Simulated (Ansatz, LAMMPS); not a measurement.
# Convergence of a linear-scaling basis for glassy 40SiO2-31B2O3-14Al2O3-14K2O (mol %) (137 atoms)

Aim: test how closely localised support functions follow the reference on glassy 40SiO2-31B2O3-14Al2O3-14K2O (mol %) (137 atoms), and at what cost. A setting counts as converged where the r.m.s. difference of forces stays under 1 % of the r.m.s. force.

Calculated with Ansatz 0.2.0; Kohn-Sham DFT, PBE, PAW (set soft_2), plane waves.

This is a report of a sequence of runs, with the program logs left out and the cost of each run kept.

### 1. The system as given

The cell holds 137 atoms: 14 Si, 22 B, 10 Al, 10 K and 81 O. Its edges and angles: a = 12.279 Å, b = 12.279 Å, c = 12.279 Å, α = 90.0°, β = 90.0°, γ = 90.0°. 137 atoms (14 Si, 22 B, 10 Al, 10 K, 81 O) placed at random at 2.3 g/cm³, melted at 3000 K for 20 ps at fixed volume with the Buckingham and Coulomb pair potential of Guillot and Sator (Geochim. Cosmochim. Acta 71, 1249 (2007)) with the boron terms of Wang et al. (J. Non-Cryst. Solids 498, 294 (2018)). Quenched from 3000 K to 300 K at 100 K/ps and fixed volume, held 10 ps at zero pressure, then minimised at fixed cell.

Limits known from the start: The quench rate of 100 K/ps far exceeds what a furnace or splat quench reaches, so expect more defects and frozen-in strain than in a real sample. The starting topology of bonds comes from the classical model, and needn't be the one that DFT or experiment would give. Sampling is at Γ alone, for a cell whose shortest periodic width is 12 Å.

### 2. How the cell was made

A classical potential supplies the starting structure, since it reaches far longer times than DFT.

This step: classical MD, Buckingham and Coulomb pair potential of Guillot and Sator (Geochim. Cosmochim. Acta 71, 1249 (2007)) with the boron terms of Wang et al. (J. Non-Cryst. Solids 498, 294 (2018)) (LAMMPS 22 Jul 2025 - Update 4).

Contents of in.lmp:

```
# melt-quench of Si14B22Al10K10O81
units metal
atom_style charge
boundary p p p
region box block 0 12.3127 0 12.3127 0 12.3127
create_box 5 box
mass 1 28.0850   # Si
mass 2 10.8100   # B
mass 3 26.9815   # Al
mass 4 39.0983   # K
mass 5 15.9990   # O
create_atoms 1 random 14 851158 NULL overlap 1.5 maxtry 2000
create_atoms 2 random 22 851165 NULL overlap 1.5 maxtry 2000
create_atoms 3 random 10 851172 NULL overlap 1.5 maxtry 2000
create_atoms 4 random 10 851179 NULL overlap 1.5 maxtry 2000
create_atoms 5 random 81 851186 NULL overlap 1.5 maxtry 2000
pair_style buck/coul/long 9.0
pair_coeff * * 0.0 1.0 0.0
pair_coeff 1 5 50306.10 0.161 46.2978   # Si-O
pair_coeff 2 5 206941.81 0.124 35.0018   # B-O
pair_coeff 3 5 28538.42 0.172 34.5778   # Al-O
pair_coeff 4 5 2284.77 0.29 0   # K-O
pair_coeff 5 5 9022.79 0.265 85.0921   # O-O
pair_coeff 2 2 484.40 0.35 0.0   # B-B
pair_coeff 1 2 337.70 0.29 0.0   # Si-B
set type 1 charge 1.89
set type 2 charge 1.4175
set type 3 charge 1.4175
set type 4 charge 0.4725
set type 5 charge -0.945
kspace_style pppm 1.0e-4
neigh_modify delay 0 every 1 check yes
thermo_style custom step time temp pe press density
thermo_modify norm yes
# [... 20 lines left out ...]
thermo 3333
fix md all npt temp 300 300 0.1 iso 0 0 1
run 10000 post no
unfix md
thermo 100
min_style cg
minimize 0 1e-3 2000 20000
write_dump all custom glass.dump id type xs ys zs modify sort id
```

On the command line:

```sh
lmp -in in.lmp -log none -nocite
```

Wall time 30 s (1 thread of Arm Neoverse V2, shared host); peak memory 0.071 GiB.

### 3. Plane-wave single point

The first run fixes the reference, at a cutoff of 420 eV.

Contents of input.yaml:

```yaml
crystal:
  lattice:
    - [12.27928, 0.0, 0.0]
    - [0.0, 12.27928, 0.0]
    - [0.0, 0.0, 12.27928]
  atoms:
    - { symbol: Si, position: [0.99351, 0.55184, 0.82891] }
    - { symbol: Si, position: [0.26323, 0.95634, 0.25472] }
    - { symbol: Si, position: [0.28861, 0.22928, 0.50307] }
    - { symbol: Si, position: [0.91378, 0.27637, 0.5377] }
    - { symbol: Si, position: [0.62289, 0.68599, 0.56059] }
    - { symbol: Si, position: [0.58049, 0.06621, 0.55932] }
    - { symbol: Si, position: [0.40984, 0.46512, 0.70126] }
    - { symbol: Si, position: [0.69543, 0.5835, 0.28148] }
    - { symbol: Si, position: [0.45959, 0.95514, 0.37814] }
    - { symbol: Si, position: [0.77606, 0.19721, 0.17454] }
    - { symbol: Si, position: [0.12949, 0.13817, 0.2493] }
    - { symbol: Si, position: [0.09486, 0.38753, 0.21114] }
    - { symbol: Si, position: [0.85006, 0.8821, 0.40822] }
    - { symbol: Si, position: [0.46968, 0.71096, 0.75572] }
    - { symbol: B, position: [0.06662, 0.23878, 0.82608] }
    - { symbol: B, position: [0.59268, 0.77883, 0.34195] }
    - { symbol: B, position: [0.69412, 0.24484, 0.46756] }
    - { symbol: B, position: [0.26127, 0.30842, 0.73147] }
    - { symbol: B, position: [0.98537, 0.10647, 0.65998] }
    - { symbol: B, position: [0.30256, 0.65724, 0.34083] }
    - { symbol: B, position: [0.31884, 0.82246, 0.61382] }
    - { symbol: B, position: [0.01941, 0.3807, 0.99086] }
    - { symbol: B, position: [0.06337, 0.9475, 0.34365] }
    - { symbol: B, position: [0.0569, 0.68503, 0.66542] }
    - { symbol: B, position: [0.83653, 0.42047, 0.69223] }
    - { symbol: B, position: [0.47097, 0.17714, 0.3484] }
    - { symbol: B, position: [0.51522, 0.70636, 0.98633] }
    - { symbol: B, position: [0.97685, 0.08152, 0.10287] }
    - { symbol: B, position: [0.75331, 0.1496, 0.95593] }
    - { symbol: B, position: [0.80332, 0.98028, 0.62684] }
    - { symbol: B, position: [0.37867, 0.49872, 0.47841] }
    - { symbol: B, position: [0.56788, 0.19762, 0.72862] }
    [... 99 atom lines left out ...]
    - { symbol: O, position: [0.1292, 0.72465, 0.58893] }
    - { symbol: O, position: [0.08174, 0.60412, 0.74247] }
    - { symbol: O, position: [0.78027, 0.32022, 0.21912] }
    - { symbol: O, position: [0.05541, 0.01492, 0.64566] }
    - { symbol: O, position: [0.44967, 0.42257, 0.43666] }
    - { symbol: O, position: [0.90546, 0.48247, 0.75681] }
kpoints:
  mp_grid: { grid: [1, 1, 1] }
hamiltonian:
  xc: pbe
scf:
  occupations: { method: fermi_dirac, width: 0.025 }
output:
  forces: true
  stress: true
  populations: true
  dos:
    method: { smearing: { sigma: 0.08 } }
    de: 0.1
    projected: { site_lists: { Al: [Al], B: [B], K: [K], O: [O], Si: [Si] } }
  eigenvalues: true
  write_density: true
  write_potential: true
  volumetric_format: npy
```

On the command line:

```sh
ansatz run input.yaml --threads 4 --pin off --max-ram 8192MiB --backend cpu --events-out ev --progress --plain --runs-dir out
```

Wall time 44 s (4 threads of Arm Neoverse V2, shared host); peak memory 2.8 GiB; 2.9 min of CPU time.

The program notes that the exchange-correlation potential is rough where the density is thin.

Read from the output:

* free energy: -79177.6816 eV
* free energy per atom: -577.9393 eV/atom
* SCF cycles: 11
* pressure: 0.03004 GPa
* r.m.s. force component: 0.9597 eV/Å
* longest force: 4.491 eV/Å
* Fermi energy: 4.451 eV
* gap (highest filled to lowest empty level): 1.232 eV
* spilling of the projection: 0.009625

The r.m.s. force component of 0.96 eV/Å sets the scale for the differences below.

### 4. Support functions medium

The cell is solved in localised support functions. Besides, the program derives a nominal cutoff of 464 eV for this run, against the reference's 420.

This step: Kohn-Sham DFT, PBE, PAW (set soft_2), localised support functions (medium) (Ansatz 0.2.0).

input.yaml, the sections that differ from step 3:

```yaml
scf:
  occupations: { method: fermi_dirac, width: 0.025 }
  eigensolver: { kind: { support_functions: { accuracy: medium } } }
  max_iter: 150
output:
  forces: true
  eigenvalues: true
# crystal, kpoints, hamiltonian: as in step 3
```

It took 2.6 min on 4 threads; peak memory 5.2 GiB; 10 min of CPU time.

The program notes that the band table was not solved further than the SCF left it and it switched symmetry off.

Keys that differ from the reference: support_functions.accuracy = "medium" and scf.max_iter = 150.

Forces differ from the reference by 1.2 meV/Å r.m.s., 0.13 % of their size, well within a tolerance of 1 %; the energy by -4.7 meV/atom. It took roughly 3.6 times the reference's time (one timing each, with unlike analyses asked), in 15 cycles against 11.

### 5. Support functions low

With localised support functions most steps grow linearly with size, though the diagonalisation grows faster unless the density matrix is cut; this run measures error and cost at this size.

This step: Kohn-Sham DFT, PBE, PAW (set soft_2), localised support functions (low) (Ansatz 0.2.0).

input.yaml, the sections that differ from step 4:

```yaml
scf:
  occupations: { method: fermi_dirac, width: 0.025 }
  eigensolver: { kind: { support_functions: { accuracy: low } } }
  max_iter: 150
# crystal, kpoints, hamiltonian, output: as in step 4
```

Run time: 2.3 min. Hardware: 4 threads; peak memory 5.2 GiB.

Keys that differ from the reference: support_functions.accuracy = "low" and scf.max_iter = 150.

Forces differ from the reference by 1.3 meV/Å r.m.s., 0.13 % of their size, well within a tolerance of 1 %; the energy by -4.7 meV/atom. It took roughly 3.2 times the reference's time (one timing each, with unlike analyses asked), in 13 cycles against 11.

### 6. Support functions medium, radius 3.49 Å

The radius confines each support function; a larger one gives more freedom and more work per atom. Besides, the program derives a nominal cutoff of 464 eV for this run, against the reference's 420.

This step: Kohn-Sham DFT, PBE, PAW (set soft_2), localised support functions (medium) (Ansatz 0.2.0).

input.yaml, the sections that differ from step 5:

```yaml
scf:
  occupations: { method: fermi_dirac, width: 0.025 }
  eigensolver: { kind: { support_functions: { accuracy: medium, radius: 3.49 } } }
  max_iter: 150
# crystal, kpoints, hamiltonian, output: as in step 5
```

Run time: 2.5 min. Hardware: 4 threads; peak memory 5 GiB; 9.9 min of CPU time.

Keys that differ from the reference: support_functions.accuracy = "medium", support_functions.radius = 3.49 and scf.max_iter = 150.

Forces differ from the reference by 1.3 meV/Å r.m.s., 0.14 % of their size, well within a tolerance of 1 %; the energy by -4.7 meV/atom. It took roughly 3.4 times the reference's time (one timing each, with unlike analyses asked), in 15 cycles against 11.

### 7. Support functions medium, radius 3.78 Å

input.yaml, the sections that differ from step 6:

```yaml
scf:
  occupations: { method: fermi_dirac, width: 0.025 }
  eigensolver: { kind: { support_functions: { accuracy: medium, radius: 3.78 } } }
  max_iter: 150
# crystal, kpoints, hamiltonian, output: as in step 6
```

The job ended after 3 min (4 threads; peak memory 5.5 GiB).

Keys that differ from the reference: support_functions.accuracy = "medium", support_functions.radius = 3.78 and scf.max_iter = 150.

Forces differ from the reference by 1.2 meV/Å r.m.s., 0.12 % of their size, well within a tolerance of 1 %; the energy by -4.7 meV/atom. It took roughly 4.0 times the reference's time (one timing each, with unlike analyses asked), in 15 cycles against 11.

### 8. What each setting buys

Each row is set against the plane-wave reference (Kohn-Sham DFT, PBE, PAW (set soft_2), plane waves; r.m.s. force component 0.960 eV/Å). Energies are set beside the reference only for runs with its functional, potentials and electron count. Times are for 4 threads of Arm Neoverse V2, shared host. The reference's time includes the DOS, the stress and grids, which some other runs skip.

```
                                    run  Δ force, r.m.s. (meV/Å)  share of r.m.s. force (%)  Δ energy (meV/atom)  Δ gap (eV)  cycles     time  host memory (GiB)
                              reference                        -                          -                    -           -      11     44 s                2.8
               support functions medium                     1.25                       0.13                -4.70     -0.0016      15  2.6 min                5.2
                  support functions low                     1.28                      0.133                -4.69     -0.0015      13  2.3 min                5.2
support functions medium, radius 3.49 Å                     1.32                      0.137                -4.70     -0.0023      15  2.5 min                5.0
support functions medium, radius 3.78 Å                     1.18                      0.123                -4.69     -0.0011      15    3 min                5.5
```

### 9. What the reference run shows

The comparisons rest on this run, so its electronic structure is set out here.

Length of the force by element and coordination:

```
element  coordination  atoms  mean length of the force (eV/Å)  spread  least  most
     Al           all     10                             1.48   0.385  0.907  2.22
      B           all     22                             2.27   0.828   1.03  4.49
      K           all     10                             1.12   0.386  0.282  1.77
      O           all     81                             1.29   0.491  0.398  2.59
     Si           all     14                             1.91   0.698  0.656  2.97
```

Löwdin charges by element and coordination (they lack the spilled electrons, 0.051 e an atom on average):

```
element  coordination  atoms  mean charge (e)  spread   least    most
     Al           all     10             1.37  0.0316    1.31    1.42
      B           all     22            0.610  0.0311   0.558   0.686
      K           all     10            0.884  0.0119   0.870   0.903
      O           all     81           -0.660   0.103  -0.875  -0.426
     Si           all     14             1.75  0.0261    1.70    1.80
```

States in the cell by windows of 1 eV, zero at the Fermi level; the larger projections on atomic orbitals stand beside the total:

```
from (eV)  to (eV)  total   O p  B p
      -10       -9   21.4  15.0  1.3
       -9       -8   35.5  25.8  2.9
       -8       -7   35.9  26.4  3.9
       -7       -6   49.1  36.9  5.3
       -6       -5   50.1  39.6  4.4
       -5       -4   57.4  49.4  2.9
       -4       -3   81.3  74.4  1.6
       -3       -2   74.7  70.6  0.8
       -2       -1   50.8  48.5  0.5
       -1        0   10.2   9.8  0.1
        0        1    2.0   0.1  0.0
        1        2    4.0   0.2  0.0
        2        3    5.9   0.2  0.1
        3        4   16.6   0.7  1.4
        4        5   37.2   3.2  8.0
```

The curve was stored every 0.10 eV, coarse against its broadening of 0.08 eV, so these counts are rough.

Between -26 and -10 eV lie 242 more states.

The levels nearest the highest filled one (over half full), pooled over k-points and spins:

```
level less the highest filled one (eV)  occupation
                                -0.373           2
                                -0.353           2
                                -0.321           2
                                -0.295           2
                                -0.215           2
                                     0           2
                                  1.23           0
                                  2.07           0
                                  2.27           0
                                  3.13           0
                                  3.34           0
                                  3.54           0
```

(Part 1 of 2 ends here.)

[Long decimals in the printed logs are rounded to 6 places.]

[Logs are printed without paths, hosts, clocks, repeated set-up lines and the standing remarks that a program may print on its own settings, such as how far it seeks lower states.]

[Hosts, paths, dates, database ids (printed as entryN), source tags and the programs' standing remarks are cut or masked in the printed files.]
